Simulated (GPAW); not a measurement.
# bithiophene-5,5'-dithiol between two Al chains: a series of junctions, part 2 of 3

How does transport respond as one structural variable is stepped? The junctions: bithiophene-5,5'-dithiol between two Al chains.

GPAW 26.7.0; GPAW LCAO, PAW setups; Landauer transmission from Green's functions with principal layers (ASE), zero bias.

So far, conductance (G₀): step 2 (junction, box 15.1 × 9 Å, twist 0 degrees) 0.0527; step 3 (another cell, twist 15 degrees) 0.0496; step 4 (another cell, twist 30 degrees) 0.0412.

### 5. Junction, box 14.8 × 9 Å: twist = 45

The cell differs from the one that the last finished run ended in (a 14.945 → 14.776 Å; other edges change by under 0.2 %).

Input file run.py:

```python
import json
import numpy as np
from ase import Atoms
from ase.transport.calculators import TransportCalculator
from gpaw import GPAW, FermiDirac
from gpaw.lcao.tools import get_lcao_hamiltonian
from scipy.linalg import eigh

# The junction with lead layers at both ends, along the third cell vector
device = Atoms(
    ['Al', 'Al', 'Al', 'Al', 'Al', 'Al', 'S', 'H', 'C', 'C', 'C', 'H', 'S', 'C', 'C', 'H', 'C', 'S', 'C', 'C', 'H', 'S', 'Al', 'Al', 'Al', 'Al', 'Al', 'Al'],
    positions=[
        [7.38795, 4.50000, 1.20000],
        [7.38795, 4.50000, 3.60000],
        [7.38795, 4.50000, 6.00000],
        [7.38795, 4.50000, 8.40000],
        [7.38795, 4.50000, 10.80000],
        [7.38795, 4.50000, 13.20000],
        [6.97944, 5.08840, 15.28012],
        [9.63150, 3.62439, 15.75646],
        [9.21228, 4.09144, 16.63907],
        [8.03273, 4.79774, 16.65146],
        [9.82145, 4.04579, 17.92997],
        [10.75731, 3.53562, 18.12429],
        [7.67062, 5.39576, 18.20490],
        [9.09325, 4.71813, 18.89826],
        [9.40533, 4.87835, 20.30602],
        [11.52590, 5.40052, 20.31584],
        [10.62125, 5.21155, 20.88156],
        [8.21206, 4.65731, 21.52837],
        [10.56492, 5.28215, 22.30632],
        [9.30795, 5.00133, 22.78459],
        [11.40977, 5.52745, 22.93870],
        [8.83067, 4.98382, 24.46951],
        [7.38795, 4.50000, 26.05837],
        [7.38795, 4.50000, 28.45837],
        [7.38795, 4.50000, 30.85837],
        [7.38795, 4.50000, 33.25837],
        [7.38795, 4.50000, 35.65837],
        [7.38795, 4.50000, 38.05837]],
    cell=[[14.7759, 0.0, 0.0], [0.0, 9.0, 0.0], [0.0, 0.0, 39.25837]],
    pbc=True)

# One principal layer of the lead: the first 4 atoms of the device
lead = Atoms(
    ['Al', 'Al', 'Al', 'Al'],
    positions=[
        [7.38795, 4.50000, 1.20000],
        [7.38795, 4.50000, 3.60000],
        [7.38795, 4.50000, 6.00000],
        [7.38795, 4.50000, 8.40000]],
    cell=[[14.7759, 0.0, 0.0], [0.0, 9.0, 0.0], [0.0, 0.0, 9.6]],
    pbc=True)

settings = dict(mode='lcao', basis='dzp', xc='PBE', h=0.2,
                occupations=FermiDirac(0.1), maxiter=250,
                mixer=dict(beta=0.1, nmaxold=8, weight=100.0),
                convergence=dict(density=0.0001))
energies = np.arange(-2, 2 + 1e-9, 0.05)
eta = 0.0001
n1, n2 = 1, 1
# k and -k transmit alike, so half of the mesh across the current serves
mesh = [(i, j) for i in range(n1) for j in range(n2) if (i, j) <= (-i % n1, -j % n2)]
weights = np.array([1 if (i, j) == (-i % n1, -j % n2) else 2 for i, j in mesh]) / (n1 * n2)

# [... helper functions left out ...]
fermi_lead = ground_state(lead, (1, 1, 12), 'lead.txt')
fermi_device = ground_state(device, (1, 1, 2), 'device.txt')
# [... loop over the mesh left out, but for ...]
        # Shift the lead onto the potential of the device's first layer
        shift = ((H[:, 0, 0] - H0[:, 0, 0]) / S0[0, 0]).real.mean()
# [...]
kT = 8.617333e-5 * 77
bias = [0.1, 0.2, 0.5, 1.0, 1.5, 2.0]
# [... integrals and printing left out ...]
```

Launch:

```
OMP_NUM_THREADS=1 OPENBLAS_NUM_THREADS=1 python run.py
```

Wall time 2 min (1 thread of Intel Xeon 6975P-C (Granite Rapids), shared host); peak memory 1.8 GiB.

The conductance, 0.0306 G₀, lies 26 % below that of the member before.

### 6. Member of the series, box 14.7 × 9.4 Å: twist = 60

System of this step: bithiophene-5,5'-dithiol between two Al chains, rings twisted by 60 degrees. The cell holds 28 atoms: 12 Al, 4 S, 4 H and 8 C. Cell: a = 14.671 Å, b = 9.358 Å, c = 39.286 Å, α = 90.0°, β = 90.0°, γ = 90.0°. Regions: left lead, 6 atoms (6 Al); channel, 16 atoms (4 S, 4 H and 8 C); right lead, 6 atoms (6 Al). Vacuum lies along a and b. The structure is stacked along c, and the current runs across the ab planes.

Input file run.py:

```python
import json
import numpy as np
from ase import Atoms
from ase.transport.calculators import TransportCalculator
from gpaw import GPAW, FermiDirac
from gpaw.lcao.tools import get_lcao_hamiltonian
from scipy.linalg import eigh

# The junction with lead layers at both ends, along the third cell vector
device = Atoms(
    ['Al', 'Al', 'Al', 'Al', 'Al', 'Al', 'S', 'H', 'C', 'C', 'C', 'S', 'H', 'C', 'H', 'C', 'C', 'S', 'C', 'C', 'H', 'S', 'Al', 'Al', 'Al', 'Al', 'Al', 'Al'],
    positions=[
        [7.33554, 4.67897, 1.20000],
        [7.33554, 4.67897, 3.60000],
        [7.33554, 4.67897, 6.00000],
        [7.33554, 4.67897, 8.40000],
        [7.33554, 4.67897, 10.80000],
        [7.33554, 4.67897, 13.20000],
        [7.06124, 5.45688, 15.23951],
        [9.27122, 3.43367, 15.89246],
        [7.99615, 5.02190, 16.65769],
        [8.96822, 4.05214, 16.72827],
        [9.53301, 3.95577, 18.03644],
        [7.77271, 5.80274, 18.15511],
        [10.31414, 3.25000, 18.29257],
        [8.97937, 4.85396, 18.93458],
        [11.42108, 5.57641, 20.31628],
        [9.30483, 5.03730, 20.33648],
        [10.52395, 5.38857, 20.89422],
        [8.12622, 4.82474, 21.57445],
        [10.48193, 5.47963, 22.31832],
        [9.23234, 5.19587, 22.81388],
        [11.33132, 5.74089, 22.93810],
        [8.77284, 5.19929, 24.50383],
        [7.33554, 4.67897, 26.08605],
        [7.33554, 4.67897, 28.48605],
        [7.33554, 4.67897, 30.88605],
        [7.33554, 4.67897, 33.28605],
        [7.33554, 4.67897, 35.68605],
        [7.33554, 4.67897, 38.08605]],
    cell=[[14.67108, 0.0, 0.0], [0.0, 9.35794, 0.0], [0.0, 0.0, 39.28605]],
    pbc=True)

# One principal layer of the lead: the first 4 atoms of the device
lead = Atoms(
    ['Al', 'Al', 'Al', 'Al'],
    positions=[
        [7.33554, 4.67897, 1.20000],
        [7.33554, 4.67897, 3.60000],
        [7.33554, 4.67897, 6.00000],
        [7.33554, 4.67897, 8.40000]],
    cell=[[14.67108, 0.0, 0.0], [0.0, 9.35794, 0.0], [0.0, 0.0, 9.6]],
    pbc=True)

settings = dict(mode='lcao', basis='dzp', xc='PBE', h=0.2,
                occupations=FermiDirac(0.1), maxiter=250,
                mixer=dict(beta=0.1, nmaxold=8, weight=100.0),
                convergence=dict(density=0.0001))
energies = np.arange(-2, 2 + 1e-9, 0.05)
eta = 0.0001
n1, n2 = 1, 1
# k and -k transmit alike, so half of the mesh across the current serves
mesh = [(i, j) for i in range(n1) for j in range(n2) if (i, j) <= (-i % n1, -j % n2)]
weights = np.array([1 if (i, j) == (-i % n1, -j % n2) else 2 for i, j in mesh]) / (n1 * n2)

# [... helper functions left out ...]
fermi_lead = ground_state(lead, (1, 1, 12), 'lead.txt')
fermi_device = ground_state(device, (1, 1, 2), 'device.txt')
# [... loop over the mesh left out, but for ...]
        # Shift the lead onto the potential of the device's first layer
        shift = ((H[:, 0, 0] - H0[:, 0, 0]) / S0[0, 0]).real.mean()
# [...]
kT = 8.617333e-5 * 77
bias = [0.1, 0.2, 0.5, 1.0, 1.5, 2.0]
# [... integrals and printing left out ...]
```

The job ended after 2.1 min (1 thread; peak memory 1.9 GiB).

The conductance, 0.0202 G₀, lies 34 % below that of the member before.

### 7. Member of the series, box 14.7 × 10.9 Å: twist = 75

System of this step: bithiophene-5,5'-dithiol between two Al chains, rings twisted by 75 degrees. The cell holds 28 atoms: 12 Al, 4 S, 4 H and 8 C. Cell: a = 14.741 Å, b = 10.881 Å, c = 39.319 Å, α = 90.0°, β = 90.0°, γ = 90.0°. Regions: left lead, 6 atoms (6 Al); channel, 16 atoms (4 S, 4 H and 8 C); right lead, 6 atoms (6 Al). Vacuum lies along a and b. The structure is stacked along c, and the current runs across the ab planes.

Input file run.py:

```python
import json
import numpy as np
from ase import Atoms
from ase.transport.calculators import TransportCalculator
from gpaw import GPAW, FermiDirac
from gpaw.lcao.tools import get_lcao_hamiltonian
from scipy.linalg import eigh

# The junction with lead layers at both ends, along the third cell vector
device = Atoms(
    ['Al', 'Al', 'Al', 'Al', 'Al', 'Al', 'S', 'H', 'C', 'C', 'S', 'C', 'H', 'C', 'H', 'C', 'C', 'S', 'C', 'C', 'H', 'S', 'Al', 'Al', 'Al', 'Al', 'Al', 'Al'],
    positions=[
        [7.37066, 5.44028, 1.20000],
        [7.37066, 5.44028, 3.60000],
        [7.37066, 5.44028, 6.00000],
        [7.37066, 5.44028, 8.40000],
        [7.37066, 5.44028, 10.80000],
        [7.37066, 5.44028, 13.20000],
        [7.43943, 6.36816, 15.19357],
        [8.62081, 3.66960, 16.04549],
        [8.11326, 5.69267, 16.66468],
        [8.59987, 4.41728, 16.82871],
        [8.23211, 6.60368, 18.09920],
        [9.07574, 4.19348, 18.15650],
        [9.49717, 3.25000, 18.48227],
        [8.94161, 5.30288, 18.97574],
        [11.49132, 5.60742, 20.31709],
        [9.31461, 5.43843, 20.37122],
        [10.58406, 5.58019, 20.90893],
        [8.13571, 5.43999, 21.62704],
        [10.57958, 5.68785, 22.33248],
        [9.30745, 5.62579, 22.84766],
        [11.47033, 5.80464, 22.93810],
        [8.88070, 5.72054, 24.54353],
        [7.37066, 5.44028, 26.11872],
        [7.37066, 5.44028, 28.51872],
        [7.37066, 5.44028, 30.91872],
        [7.37066, 5.44028, 33.31872],
        [7.37066, 5.44028, 35.71872],
        [7.37066, 5.44028, 38.11872]],
    cell=[[14.74132, 0.0, 0.0], [0.0, 10.88056, 0.0], [0.0, 0.0, 39.31872]],
    pbc=True)

# One principal layer of the lead: the first 4 atoms of the device
lead = Atoms(
    ['Al', 'Al', 'Al', 'Al'],
    positions=[
        [7.37066, 5.44028, 1.20000],
        [7.37066, 5.44028, 3.60000],
        [7.37066, 5.44028, 6.00000],
        [7.37066, 5.44028, 8.40000]],
    cell=[[14.74132, 0.0, 0.0], [0.0, 10.88056, 0.0], [0.0, 0.0, 9.6]],
    pbc=True)

settings = dict(mode='lcao', basis='dzp', xc='PBE', h=0.2,
                occupations=FermiDirac(0.1), maxiter=250,
                mixer=dict(beta=0.1, nmaxold=8, weight=100.0),
                convergence=dict(density=0.0001))
energies = np.arange(-2, 2 + 1e-9, 0.05)
eta = 0.0001
n1, n2 = 1, 1
# k and -k transmit alike, so half of the mesh across the current serves
mesh = [(i, j) for i in range(n1) for j in range(n2) if (i, j) <= (-i % n1, -j % n2)]
weights = np.array([1 if (i, j) == (-i % n1, -j % n2) else 2 for i, j in mesh]) / (n1 * n2)

# [... helper functions left out ...]
fermi_lead = ground_state(lead, (1, 1, 12), 'lead.txt')
fermi_device = ground_state(device, (1, 1, 2), 'device.txt')
# [... loop over the mesh left out, but for ...]
        # Shift the lead onto the potential of the device's first layer
        shift = ((H[:, 0, 0] - H0[:, 0, 0]) / S0[0, 0]).real.mean()
# [...]
kT = 8.617333e-5 * 77
bias = [0.1, 0.2, 0.5, 1.0, 1.5, 2.0]
# [... integrals and printing left out ...]
```

It took 2 min on 1 thread; peak memory 2.1 GiB.

The conductance, 0.0118 G₀, lies 42 % below that of the member before.

### 8. Junction, box 14.4 × 11.9 Å: twist = 90

The cell differs from the one that the last finished run ended in (a 14.741 → 14.387 Å, b 10.881 → 11.884 Å; other edges change by under 0.2 %).

Input file run.py:

```python
import json
import numpy as np
from ase import Atoms
from ase.transport.calculators import TransportCalculator
from gpaw import GPAW, FermiDirac
from gpaw.lcao.tools import get_lcao_hamiltonian
from scipy.linalg import eigh

# The junction with lead layers at both ends, along the third cell vector
device = Atoms(
    ['Al', 'Al', 'Al', 'Al', 'Al', 'Al', 'S', 'H', 'C', 'C', 'S', 'C', 'H', 'C', 'H', 'C', 'C', 'S', 'C', 'C', 'H', 'S', 'Al', 'Al', 'Al', 'Al', 'Al', 'Al'],
    positions=[
        [7.19364, 5.94203, 1.20000],
        [7.19364, 5.94203, 3.60000],
        [7.19364, 5.94203, 6.00000],
        [7.19364, 5.94203, 8.40000],
        [7.19364, 5.94203, 10.80000],
        [7.19364, 5.94203, 13.20000],
        [7.82086, 6.75516, 15.14562],
        [7.25589, 3.93304, 16.20399],
        [8.02083, 5.91542, 16.67184],
        [7.68905, 4.60692, 16.93278],
        [8.67895, 6.68560, 18.04136],
        [7.98339, 4.23963, 18.28113],
        [7.79344, 3.25000, 18.67915],
        [8.53306, 5.27587, 19.01869],
        [11.04567, 4.65099, 20.31841],
        [8.95179, 5.26519, 20.40772],
        [10.19722, 4.94531, 20.92474],
        [7.87008, 5.68041, 21.68223],
        [10.25364, 5.04240, 22.34794],
        [9.05055, 5.43391, 22.88354],
        [11.13728, 4.83332, 22.93898],
        [8.71193, 5.66778, 24.58581],
        [7.19364, 5.94203, 26.15411],
        [7.19364, 5.94203, 28.55411],
        [7.19364, 5.94203, 30.95411],
        [7.19364, 5.94203, 33.35411],
        [7.19364, 5.94203, 35.75411],
        [7.19364, 5.94203, 38.15411]],
    cell=[[14.38728, 0.0, 0.0], [0.0, 11.88407, 0.0], [0.0, 0.0, 39.35411]],
    pbc=True)

# One principal layer of the lead: the first 4 atoms of the device
lead = Atoms(
    ['Al', 'Al', 'Al', 'Al'],
    positions=[
        [7.19364, 5.94203, 1.20000],
        [7.19364, 5.94203, 3.60000],
        [7.19364, 5.94203, 6.00000],
        [7.19364, 5.94203, 8.40000]],
    cell=[[14.38728, 0.0, 0.0], [0.0, 11.88407, 0.0], [0.0, 0.0, 9.6]],
    pbc=True)

settings = dict(mode='lcao', basis='dzp', xc='PBE', h=0.2,
                occupations=FermiDirac(0.1), maxiter=250,
                mixer=dict(beta=0.1, nmaxold=8, weight=100.0),
                convergence=dict(density=0.0001))
energies = np.arange(-2, 2 + 1e-9, 0.05)
eta = 0.0001
n1, n2 = 1, 1
# k and -k transmit alike, so half of the mesh across the current serves
mesh = [(i, j) for i in range(n1) for j in range(n2) if (i, j) <= (-i % n1, -j % n2)]
weights = np.array([1 if (i, j) == (-i % n1, -j % n2) else 2 for i, j in mesh]) / (n1 * n2)

# [... helper functions left out ...]
fermi_lead = ground_state(lead, (1, 1, 12), 'lead.txt')
fermi_device = ground_state(device, (1, 1, 2), 'device.txt')
# [... loop over the mesh left out, but for ...]
        # Shift the lead onto the potential of the device's first layer
        shift = ((H[:, 0, 0] - H0[:, 0, 0]) / S0[0, 0]).real.mean()
# [...]
kT = 8.617333e-5 * 77
bias = [0.1, 0.2, 0.5, 1.0, 1.5, 2.0]
# [... integrals and printing left out ...]
```

It took 2.5 min on 1 thread; peak memory 2.3 GiB.

One spin. The transmission, zone mean by energy, zero at the Fermi level:

| energy (eV) | transmission, zone mean |
| --- | --- |
| -2.000 | 1.9e-5 |
| -1.800 | 1.8e-4 |
| -1.600 | 0.0198 |
| -1.400 | 1.2e-4 |
| -1.200 | 0 |
| -1.000 | 0 |
| -0.800 | 0 |
| -0.600 | 0 |
| -0.400 | 2.3e-4 |
| -0.200 | 0.00593 |
| 0.000 | 0.00736 |
| 0.200 | 0.00369 |
| 0.400 | 0.00420 |
| 0.600 | 0.0259 |
| 0.750 | 0.0568 |
| 0.800 | 0.0453 |
| 1.000 | 0.0218 |
| 1.200 | 0.0267 |
| 1.400 | 0.0359 |
| 1.600 | 0.0537 |
| 1.800 | 0.0927 |
| 2.000 | 0.195 |

The conductance, 0.00732 G₀, lies 38 % below that of the member before.

### 9. Comparing the runs

Times are for 1 thread of Intel Xeon 6975P-C (Granite Rapids), shared host. The series side by side:

| no. | twist (degrees) | conductance (G₀) | time | memory (GiB) |
| --- | --- | --- | --- | --- |
| 1 | 0 | 0.05274 | 2.1 min | 1.9 |
| 2 | 15 | 0.04957 | 1.9 min | 1.9 |
| 3 | 30 | 0.04121 | 2.1 min | 1.9 |
| 4 | 45 | 0.03060 | 2 min | 1.8 |
| 5 | 60 | 0.02016 | 2.1 min | 1.9 |
| 6 | 75 | 0.01179 | 2 min | 2.1 |
| 7 | 90 | 0.007317 | 2.5 min | 2.3 |

The runs together. Transmission, zone mean against energy, zero at the Fermi level:

| energy (eV) | 0 | 15 | 30 | 60 | 75 | 90 |
| --- | --- | --- | --- | --- | --- | --- |
| -2.00 | 5.8e-7 | 5.0e-7 | 5.3e-5 | 2.4e-4 | 5.2e-5 | 1.9e-5 |
| -1.85 | 2.3e-7 | 4.1e-8 | 6.2e-6 | 0.00409 | 3.5e-4 | 1.1e-4 |
| -1.70 | 8.7e-8 | 3.5e-9 | 1.3e-6 | 6.8e-5 | 0.00627 | 6.4e-4 |
| -1.50 | 2.0e-8 | 2.2e-9 | 3.4e-8 | 2.1e-9 | 2.4e-5 | 0.00109 |
| -1.35 | 3.4e-9 | 7.3e-9 | 6.4e-8 | 6.4e-5 | 7.9e-5 | 3.8e-5 |
| -1.20 | 0 | 0 | 0 | 1.0e-12 | 0 | 0 |
| -1.05 | 0 | 0 | 0 | 0 | 0 | 0 |
| -0.90 | 0 | 0 | 0 | 0 | 0 | 0 |
| -0.70 | 0 | 0 | 0 | 0 | 0 | 0 |
| -0.55 | 0 | 0 | 0 | 0 | 0 | 0 |
| -0.40 | 0.00160 | 0.00124 | 0.00135 | 7.6e-4 | 2.2e-4 | 2.3e-4 |
| -0.25 | 0.0343 | 0.0320 | 0.0261 | 0.0121 | 0.00705 | 0.00490 |
| -0.10 | 0.0496 | 0.0466 | 0.0385 | 0.0186 | 0.0112 | 0.00754 |
| 0.00 | 0.0529 | 0.0497 | 0.0413 | 0.0202 | 0.0118 | 0.00736 |
| 0.10 | 0.0492 | 0.0463 | 0.0387 | 0.0191 | 0.0107 | 0.00568 |
| 0.25 | 0.0399 | 0.0377 | 0.0318 | 0.0160 | 0.00839 | 0.00294 |
| 0.40 | 0.0338 | 0.0322 | 0.0279 | 0.0161 | 0.00963 | 0.00420 |
| 0.55 | 0.0322 | 0.0312 | 0.0286 | 0.0229 | 0.0197 | 0.0161 |
| 0.70 | 0.0346 | 0.0363 | 0.0425 | 0.0642 | 0.0631 | 0.0557 |
| 0.90 | 0.0448 | 0.0378 | 0.0227 | 0.00802 | 0.0140 | 0.0233 |
| 1.05 | 0.0622 | 0.0544 | 0.0381 | 0.0178 | 0.0181 | 0.0228 |
| 1.20 | 0.0957 | 0.0827 | 0.0563 | 0.0236 | 0.0221 | 0.0267 |
| 1.35 | 0.172 | 0.146 | 0.0933 | 0.0326 | 0.0279 | 0.0330 |
| 1.50 | 0.382 | 0.313 | 0.185 | 0.0498 | 0.0375 | 0.0432 |
| 1.70 | 0.948 | 0.909 | 0.620 | 0.112 | 0.0640 | 0.0691 |
| 1.85 | 0.579 | 0.678 | 0.921 | 0.273 | 0.112 | 0.109 |
| 2.00 | 0.287 | 0.334 | 0.507 | 0.764 | 0.251 | 0.195 |

The runs together. Open channels, zone mean, 0 = 15 = 30 = 60 = 75 = 90 against energy, zero at the Fermi level:

energy (eV), open channels, zone mean, 0 = 15 = 30 = 60 = 75 = 90 and a bar:
```
    -2.00       1.00 ##########
    -1.85       1.00 ##########
    -1.70       1.00 ##########
    -1.60       1.00 ##########
    -1.45       1.00 ##########
    -1.30       0.00 
    -1.15       0.00 
    -1.05       0.00 
    -0.90       0.00 
    -0.75       0.00 
    -0.60       0.00 
    -0.50       0.00 
    -0.35       2.00 ####################
    -0.20       2.00 ####################
    -0.05       2.00 ####################
     0.00       2.00 ####################
     0.05       2.00 ####################
     0.20       2.00 ####################
     0.35       2.00 ####################
     0.50       2.00 ####################
     0.60       2.00 ####################
     0.75       2.00 ####################
     0.90       2.00 ####################
     1.05       3.00 ##############################
     1.15       3.00 ##############################
     1.30       3.00 ##############################
     1.45       3.00 ##############################
     1.60       3.00 ##############################
     1.70       3.00 ##############################
     1.85       3.00 ##############################
     2.00       3.00 ##############################
```

(Continued in part 3 of 3.)

[Logs are printed without paths, hosts, clocks, repeated set-up lines and the standing remarks that a program may print on its own settings, such as how far it seeks lower states.]

[Hosts, paths, dates, database ids (printed as entryN), source tags and the programs' standing remarks are cut or masked in the printed files.]
